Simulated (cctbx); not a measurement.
## Sm2GaCoRh2: as given, inverted or twinned?

Space group Pmm2 (no. 25), a = 3.7590 Å, b = 4.1930 Å, c = 7.4730 Å, α = 90.00°, β = 90.00°, γ = 90.00°.

```csv
atom,mult.,x,y,z,Ueq (Å²)
Sm1,1,0,0,0.4844,0.0080
Sm2,1,0,1/2,0.0218,0.0096
Rh1,1,1/2,1/2,0.6556,0.0118
Rh2,1,1/2,0,0.1681,0.0121
Ga1,1,1/2,0,0.8319,0.0163
Co1,1,1/2,1/2,0.3266,0.0132
```

The model is made up (kin elements in a known structure type, no relaxation), so it says nothing on whether the phase exists.

Data sets are simulated with cctbx and refined with Bijvoet mates kept apart; Flack x is then fitted as the share of an inverted twin with the atoms fixed, Hooft y from the Bijvoet differences. The group is acentric but holds improper operations, so there is an absolute structure (orientation) and no hand.

Untwinned crystal. What Flack and Hooft values should come out?

```
  λ (Å)  extinction (unmodelled)  d min (Å)  top counts  error (%)     model      R1  Flack x   s.u.  Hooft y   s.u.  pairs
0.71073                      0.1       0.77       70000          4  as given  0.0133    0.012  0.009    0.003  0.011    163
0.71073                      0.1       0.77       70000          4  inverted  0.0425     0.92   0.03    1.152  0.014    163
1.54184                        0       0.83       40000          4  as given  0.0134    0.005  0.003    0.005  0.004    128
```

With Mo Kα, x is within 3 s.u. of 0, so the absolute structure is right. With Cu Kα, x is within 3 s.u. of 0, so the absolute structure is right. Inverting the model turns x into about 1 − x.

[Logs are printed without paths, hosts, clocks, repeated set-up lines and the standing remarks that a program may print on its own settings, such as how far it seeks lower states.]
